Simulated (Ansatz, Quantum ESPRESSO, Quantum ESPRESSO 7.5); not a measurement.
# Conductance against width: vacuum gaps between two Ta(100) faces

Wanted: T at the Fermi level along a series, and its decay constant, for vacuum gaps between two Ta(100) faces.

Main program and level: Quantum ESPRESSO 7.5; plane-wave DFT, PBE, JTH PAW pseudopotentials (cross-check by Ansatz 0.2.0 with PAW datasets).

## 1. The starting structure

The cell holds 20 atoms: 20 Ta. Its edges and angles: a = 3.320 Å, b = 3.320 Å, c = 35.040 Å, α = 90.0°, β = 90.0°, γ = 90.0°. It derives from Ta. Regions: left lead, 10 atoms (10 Ta); right lead, 10 atoms (10 Ta). The structure is stacked, and the current runs, along c.

## 2. Ground state, 3.5 Å

One periodic cell holds a lead period, the junction and more lead; the atoms stay as built.

Contents of j0.scf.in:

```
&control
  prefix = 'j0.scf'
  outdir = './out'
  pseudo_dir = './pseudo'
  calculation = 'scf'
  tprnfor = .true.
/
&system
  ibrav = 0
  nat = 20
  ntyp = 1
  ecutwfc = 45
  ecutrho = 360
  occupations = 'smearing'
  smearing = 'mv'
  degauss = 0.01
/
&electrons
  conv_thr = 1e-07
  mixing_beta = 0.25
  electron_maxstep = 120
  mixing_mode = 'local-TF'
/
ATOMIC_SPECIES
  Ta  180.9479  Ta.GGA_PBE-JTH.UPF
CELL_PARAMETERS angstrom
  3.32000000000000 0.00000000000000 0.00000000000000
  0.00000000000000 3.32000000000000 0.00000000000000
  0.00000000000000 0.00000000000000 35.04000000000000
ATOMIC_POSITIONS crystal
  Ta  0.000000000000 0.000000000000 0.000000000000
  Ta  0.500000000000 0.500000000000 0.047374429224
  Ta  0.000000000000 0.000000000000 0.094748858447
  Ta  0.500000000000 0.500000000000 0.142123287671
  Ta  0.000000000000 0.000000000000 0.189497716895
  Ta  0.500000000000 0.500000000000 0.236872146119
  Ta  0.000000000000 0.000000000000 0.284246575342
  Ta  0.500000000000 0.500000000000 0.331621004566
  Ta  0.000000000000 0.000000000000 0.378995433790
  Ta  0.500000000000 0.500000000000 0.426369863014
  Ta  0.000000000000 0.000000000000 0.526255707763
  Ta  0.500000000000 0.500000000000 0.573630136986
  Ta  0.000000000000 0.000000000000 0.621004566210
  Ta  0.500000000000 0.500000000000 0.668378995434
  Ta  0.000000000000 0.000000000000 0.715753424658
  Ta  0.500000000000 0.500000000000 0.763127853881
  Ta  0.000000000000 0.000000000000 0.810502283105
  Ta  0.500000000000 0.500000000000 0.857876712329
  Ta  0.000000000000 0.000000000000 0.905251141553
  Ta  0.500000000000 0.500000000000 0.952625570776
K_POINTS automatic
  7 7 1 0 0 0
```

Started as:

```console
> OMP_NUM_THREADS=1 mpirun -n 4 pw.x -nk 2 -in j0.scf.in > j0.scf.out
```

Output:

```text
Program PWSCF v.7.5 starts
[citation notice left out]

     Parallel version (MPI & OpenMP), running on       4 processor cores
     Number of MPI processes:                 4
     Threads/MPI process:                     1

     MPI processes distributed on     1 nodes
[...]
Current dimensions of program PWSCF are:
     Max number of different atomic species (ntypx) = 10
     Max number of k-points (npk) =  40000
     Max angular momentum in pseudopotentials (lmaxx) =  4
     file Ta.GGA_PBE-JTH.UPF: wavefunction(s)  5S 6S 5P 6P 5D 0D renormalized
     Message from routine setup:
     using ibrav=0 with symmetry is DISCOURAGED, use correct ibrav instead

     K-points division:     npool     =       2
     R & G space division:  proc/nbgrp/npool/nimage =       2
     Subspace diagonalization in iterative solution of the eigenvalue problem:
     a serial algorithm will be used

     Parallelization info
     --------------------
     sticks:   dense  smooth     PW     G-vecs:    dense   smooth      PW
     Min         558     280     88               150140    53136    8680
     Max         559     281     89               150175    53139    8691
     Sum        1117     561    177               300315   106275   17371

     Using Slab Decomposition

     bravais-lattice index     =            0
     lattice parameter (alat)  =       6.2739  a.u.
     unit-cell volume          =    2606.3748 (a.u.)^3
     number of atoms/cell      =           20
     number of atomic types    =            1
     number of electrons       =       260.00
     number of Kohn-Sham states=          156
     kinetic-energy cutoff     =      45.0000  Ry
     charge density cutoff     =     360.0000  Ry
     scf convergence threshold =      1.0E-07
     mixing beta               =       0.2500
     number of iterations used =            8  local-TF  mixing
     Exchange-correlation= SLA PW PBX PBC
                           (   1   4   3   4   0   0   0)

     celldm(1)=   6.273891  celldm(2)=   0.000000  celldm(3)=   0.000000
     celldm(4)=   0.000000  celldm(5)=   0.000000  celldm(6)=   0.000000

     crystal axes: (cart. coord. in units of alat)
               a(1) = (   1.000000   0.000000   0.000000 )
               a(2) = (   0.000000   1.000000   0.000000 )
               a(3) = (   0.000000   0.000000  10.554217 )

     reciprocal axes: (cart. coord. in units 2 pi/alat)
               b(1) = (  1.000000  0.000000  0.000000 )
               b(2) = (  0.000000  1.000000  0.000000 )
               b(3) = (  0.000000  0.000000  0.094749 )

     PseudoPot. # 1 for Ta read from file:
     ./pseudo/Ta.GGA_PBE-JTH.UPF
     Pseudo is Projector augmented-wave + core cor, Zval = 13.0
     Generated using ATOMPAW code
     Shape of augmentation charge: SINC**2
     Using radial grid of 1120 points,  6 beta functions with:
                l(1) =   0
                l(2) =   0
                l(3) =   1
                l(4) =   1
                l(5) =   2
                l(6) =   2
     Q(r) pseudized with 0 coefficients

     atomic species   valence    mass     pseudopotential
     Ta               13.00   180.94790     Ta( 1.00)

      8 Sym. Ops. (no inversion) found

   Cartesian axes

     site n.     atom                  positions (alat units)
         1        Ta     tau(   1) = (   0.0000000   0.0000000   0.0000000  )
         2        Ta     tau(   2) = (   0.5000000   0.5000000   0.5000000  )
         3        Ta     tau(   3) = (   0.0000000   0.0000000   1.0000000  )
         4        Ta     tau(   4) = (   0.5000000   0.5000000   1.5000000  )
         5        Ta     tau(   5) = (   0.0000000   0.0000000   2.0000000  )
         6        Ta     tau(   6) = (   0.5000000   0.5000000   2.5000000  )
         7        Ta     tau(   7) = (   0.0000000   0.0000000   3.0000000  )
         8        Ta     tau(   8) = (   0.5000000   0.5000000   3.5000000  )
         9        Ta     tau(   9) = (   0.0000000   0.0000000   4.0000000  )
        10        Ta     tau(  10) = (   0.5000000   0.5000000   4.5000000  )
        11        Ta     tau(  11) = (   0.0000000   0.0000000   5.5542169  )
        12        Ta     tau(  12) = (   0.5000000   0.5000000   6.0542169  )
        13        Ta     tau(  13) = (   0.0000000   0.0000000   6.5542169  )
        14        Ta     tau(  14) = (   0.5000000   0.5000000   7.0542169  )
        15        Ta     tau(  15) = (   0.0000000   0.0000000   7.5542169  )
        16        Ta     tau(  16) = (   0.5000000   0.5000000   8.0542169  )
        17        Ta     tau(  17) = (   0.0000000   0.0000000   8.5542169  )
        18        Ta     tau(  18) = (   0.5000000   0.5000000   9.0542169  )
        19        Ta     tau(  19) = (   0.0000000   0.0000000   9.5542169  )
        20        Ta     tau(  20) = (   0.5000000   0.5000000  10.0542169  )

     number of k points=    10  Marzari-Vanderbilt smearing, width (Ry)=  0.0100
                       cart. coord. in units 2pi/alat
        k(    1) = (   0.0000000   0.0000000   0.0000000), wk =   0.0408163
        k(    2) = (   0.0000000   0.1428571   0.0000000), wk =   0.1632653
        k(    3) = (   0.0000000   0.2857143   0.0000000), wk =   0.1632653
        k(    4) = (   0.0000000   0.4285714   0.0000000), wk =   0.1632653
        k(    5) = (   0.1428571   0.1428571   0.0000000), wk =   0.1632653
        k(    6) = (   0.1428571   0.2857143   0.0000000), wk =   0.3265306
        k(    7) = (   0.1428571   0.4285714   0.0000000), wk =   0.3265306
        k(    8) = (   0.2857143   0.2857143   0.0000000), wk =   0.1632653
        k(    9) = (   0.2857143   0.4285714   0.0000000), wk =   0.3265306
        k(   10) = (   0.4285714   0.4285714   0.0000000), wk =   0.1632653

     Dense  grid:   300315 G-vectors     FFT dimensions: (  40,  40, 400)

     Smooth grid:   106275 G-vectors     FFT dimensions: (  27,  27, 288)

     Estimated max dynamical RAM per process >     497.27 MB

     Estimated total dynamical RAM >       1.87 GB

     Initial potential from superposition of free atoms

     starting charge     259.9831, renormalised to     260.0000
     Starting wfcs are  360 randomized atomic wfcs
     Checking if some PAW data can be deallocated...

     total cpu time spent up to now is       17.0 secs

     per-process dynamical memory:   195.9 Mb

     Self-consistent Calculation

     iteration #  1     ecut=    45.00 Ry     beta= 0.25
     Davidson diagonalization with overlap
     ethr =  1.00E-02,  avg # of iterations =  2.0

     total cpu time spent up to now is       35.5 secs

[...]
10.8054  10.8993  11.0152  11.2625  11.4720  11.8139  12.0300  12.4001
    12.5814  12.9574  13.0766  13.4533  13.5067  13.8366  13.8560  14.0303
    14.0839  14.1523  14.1859  14.1873  14.2363  14.3572  14.5300  14.8471
    15.1355  15.4978  15.7090  15.8223  16.0395  16.0468  16.1104  16.1194
    16.2217  16.2449  16.2585  16.3943  16.4418  16.4532  16.6873  16.6904
    16.7162  16.7287  16.8107  16.8305  16.8541  16.8577  16.9019  16.9800
    17.0228  17.0434  17.1822  17.3374  17.3412  17.3905  17.5470  17.6489
    17.9057  18.2612  18.4284  18.5544  18.6218  18.6697  18.7433  18.7929
    18.8313  18.9118  18.9212  18.9829  19.1488  19.2024  19.3240  19.3817
    19.3910  19.4006  19.6432  19.6463

          k = 0.0000 0.4286 0.0000 ( 13248 PWs)   bands (ev):

   -51.4130 -51.4129 -50.3501 -50.3501 -50.2001 -50.2001 -50.1579 -50.1512
   -50.1449 -50.1428 -50.1410 -50.1378 -50.1309 -50.1227 -50.1191 -50.1185
   -50.1131 -50.1131 -50.0967 -50.0966 -17.9591 -17.9590 -17.9225 -17.9204
   -17.7106 -17.7102 -17.2596 -17.2588 -17.2377 -17.2355 -17.2090 -17.2041
   -17.1585 -17.1518 -17.0896 -17.0817 -17.0101 -17.0048 -16.9296 -16.9283
   -16.8641 -16.8569 -16.7831 -16.7594 -16.7594 -16.7135 -16.6387 -16.6316
   -16.6250 -16.6242 -16.6222 -16.6118 -16.5939 -16.5760 -16.5691 -16.5571
   -16.5444 -16.5289 -16.5151 -16.5120 -16.4992 -16.4837 -16.4725 -16.4657
   -16.4653 -16.4521 -16.4520 -16.4451 -16.4002 -16.3921 -16.3360 -16.3339
   -16.2775 -16.2772 -16.2289 -16.2284 -16.1914 -16.1912 -16.1765 -16.1760
    12.4441  12.4561  12.5069  12.5670  12.6170  12.6348  12.6464  12.6494
    12.6631  12.7239  12.8234  12.9733  13.0924  13.3404  13.3919  13.7004
    13.7109  13.8898  13.8978  13.9050  15.3014  15.3287  15.3882  15.5609
    15.5677  15.6272  15.6417  15.6499  15.7650  15.7933  15.8284  15.8746
    15.9746  16.0108  16.2682  16.3062  16.3490  16.4468  16.5228  16.5463
    16.5965  16.6447  16.7039  16.7543  16.8156  16.8690  17.0009  17.0403
    17.3402  17.3439  17.3987  17.4309  17.5545  17.6094  17.7871  17.8246
    17.8579  17.9169  18.0826  18.0877  18.1684  18.2098  18.5117  18.5462
    18.6969  18.7399  18.8774  18.9162  19.1271  19.2143  19.4098  19.4949
    19.5429  19.7356  19.8048  19.8291

          k = 0.1429 0.1429 0.0000 ( 13333 PWs)   bands (ev):

   -51.4180 -51.4178 -50.3617 -50.3617 -50.2184 -50.2182 -50.2140 -50.2015
   -50.1877 -50.1734 -50.1582 -50.1479 -50.1343 -50.1183 -50.1061 -50.0914
   -50.0786 -50.0708 -50.0567 -50.0564 -17.8993 -17.8902 -17.7970 -17.7950
   -17.7892 -17.7891 -17.0612 -17.0606 -17.0418 -17.0378 -17.0203 -17.0134
   -17.0069 -17.0009 -16.9840 -16.9839 -16.9733 -16.9455 -16.9347 -16.9209
   -16.8956 -16.8855 -16.8542 -16.8407 -16.8071 -16.7972 -16.7817 -16.7461
   -16.7439 -16.7208 -16.6829 -16.6743 -16.6502 -16.6207 -16.6071 -16.5797
   -16.5545 -16.5463 -16.5101 -16.4890 -16.4838 -16.4412 -16.4383 -16.4265
   -16.3966 -16.3815 -16.3687 -16.3290 -16.3232 -16.2931 -16.2689 -16.2592
   -16.2385 -16.2208 -16.2208 -16.2158 -16.2069 -16.2065 -16.1842 -16.1693
    10.0063  10.1285  10.2802  10.6077  10.8845  11.3832  11.6943  12.3036
    12.5897  13.2428  13.4498  13.7622  13.8620  13.9019  13.9371  13.9981
    14.0102  14.0529  14.1400  14.1518  14.2772  14.3224  14.4087  14.5379
    14.5594  14.5628  14.7648  15.0304  15.2936  15.5759  15.8243  15.8785
    16.0706  16.2741  16.4705  16.5819  16.6361  16.6655  16.6915  16.7177
    16.7612  16.8048  16.8923  16.9442  16.9481  16.9768  17.0793  17.1154
    17.1393  17.1459  17.1468  17.1941  17.2842  17.2907  17.4256  17.5241
    17.6460  17.7316  18.1982  18.3202  18.7072  18.8251  19.1452  19.1534
    19.2653  19.2653  19.3663  19.4228  19.5114  19.5702  19.6212  19.6296
    19.8128  20.0074  20.0140  20.1174

          k = 0.1429 0.2857 0.0000 ( 13269 PWs)   bands (ev):

   -51.4145 -51.4144 -50.3545 -50.3545 -50.2073 -50.2073 -50.1891 -50.1789
   -50.1683 -50.1585 -50.1489 -50.1431 -50.1325 -50.1197 -50.1114 -50.1012
   -50.0923 -50.0886 -50.0738 -50.0738 -17.9038 -17.9003 -17.8838 -17.8825
   -17.7714 -17.7714 -17.1387 -17.1374 -17.1260 -17.1214 -17.1036 -17.0983
   -17.0687 -17.0640 -17.0375 -17.0375 -17.0336 -17.0055 -16.9664 -16.9125
   -16.8637 -16.8618 -16.8447 -16.8301 -16.8159 -16.8001 -16.7733 -16.7615
   -16.7472 -16.7222 -16.7077 -16.6812 -16.6486 -16.6357 -16.6279 -16.5913
   -16.5802 -16.5428 -16.5279 -16.4982 -16.4717 -16.4562 -16.4245 -16.4193
   -16.3839 -16.3802 -16.3492 -16.3442 -16.3271 -16.3227 -16.3131 -16.2869
   -16.2651 -16.2479 -16.2341 -16.2227 -16.2181 -16.2175 -16.2101 -16.2088
    11.1149  11.2185  11.3467  11.6159  11.8422  12.2094  12.4354  12.8105
    12.9879  13.3450  13.4577  13.8325  13.8822  14.2147  14.2520  14.2670
    14.3484  14.4599  14.5215  14.5333  14.5901  14.6211  14.6217  14.8599
    15.1606  15.3779  15.6147  15.7080  15.7979  15.8070  15.8239  15.8287
    15.8941  15.9063  16.0094  16.0194  16.2305  16.2312  16.2886  16.3727
    16.3824  16.3981  16.4063  16.4483  16.4907  16.5327  16.5450  16.5764
    16.6484  16.6594  16.6938  16.7365  16.7907  16.8579  16.9683  17.1171
    17.1282  17.2206  17.5534  17.8312  18.3479  18.3742  19.0012  19.3005
    19.5296  19.5539  19.7066  19.8036  19.8191  19.8518  19.8720  19.8797
    20.0162  20.0370  20.0763  20.0963

[...]
the Fermi energy is    16.9408 ev

!    total energy              =  -14542.50599414 Ry
     total all-electron energy =    -14542.505994 Ry
     estimated scf accuracy    <       0.00000006 Ry
     smearing contrib. (-TS)   =       0.00266689 Ry
     internal energy E=F+TS    =  -14542.50866104 Ry

     The total energy is F=E-TS. E is the sum of the following terms:
     one-electron contribution =    -932.91797068 Ry
     hartree contribution      =     643.98436652 Ry
     xc contribution           =    -543.90492941 Ry
     ewald contribution        =   -1610.98274691 Ry
     one-center paw contrib.   =  -12098.68738056 Ry

     convergence has been achieved in  16 iterations

     Forces acting on atoms (cartesian axes, Ry/au):

     atom    1 type  1   force =     0.00000000    0.00000000   -0.00299863
     atom    2 type  1   force =     0.00000000    0.00000000   -0.00088381
     atom    3 type  1   force =     0.00000000    0.00000000    0.00123667
     atom    4 type  1   force =     0.00000000    0.00000000   -0.00076028
     atom    5 type  1   force =     0.00000000    0.00000000    0.00348469
     atom    6 type  1   force =     0.00000000    0.00000000   -0.00111241
     atom    7 type  1   force =     0.00000000    0.00000000   -0.00890341
     atom    8 type  1   force =     0.00000000    0.00000000    0.01703876
     atom    9 type  1   force =     0.00000000    0.00000000    0.03332379
     atom   10 type  1   force =     0.00000000    0.00000000   -0.00545893
     atom   11 type  1   force =     0.00000000    0.00000000    0.00542462
     atom   12 type  1   force =     0.00000000    0.00000000   -0.03335651
     atom   13 type  1   force =     0.00000000    0.00000000   -0.01704385
     atom   14 type  1   force =     0.00000000    0.00000000    0.00884019
     atom   15 type  1   force =     0.00000000    0.00000000    0.00101586
     atom   16 type  1   force =     0.00000000    0.00000000   -0.00349971
     atom   17 type  1   force =     0.00000000    0.00000000    0.00078580
     atom   18 type  1   force =     0.00000000    0.00000000   -0.00123618
     atom   19 type  1   force =     0.00000000    0.00000000    0.00104010
     atom   20 type  1   force =     0.00000000    0.00000000    0.00306325

     Total force =     0.055423     Total SCF correction =     0.001075

[...]
=------------------------------------------------------------------------------=
   JOB DONE.
=------------------------------------------------------------------------------=
```

Run time: 5.2 min. Hardware: 4 MPI ranks of Arm Neoverse V1, shared host; peak memory 1.8 GiB.

Read from the output:

```
free energy  : -197860.8738 eV
Fermi energy : 16.94 eV
```

The run needed 16 iterations to bring the estimated error under 1e-07 Ry; the largest force on any atom, held or free, is 0.86 eV/Å.

(Part 1 of 4 ends here.)

[Logs are printed without paths, hosts, clocks, repeated set-up lines and the standing remarks that a program may print on its own settings, such as how far it seeks lower states.]

[Hosts, paths, dates, database ids (printed as entryN), source tags and the programs' standing remarks are cut or masked in the printed files.]

[Maps of the electrostatic potential energy from Ansatz leave out the sawtooth potential of an applied field or a dipole correction, so their vacuum need not be flat; planar profiles and work functions include it.]
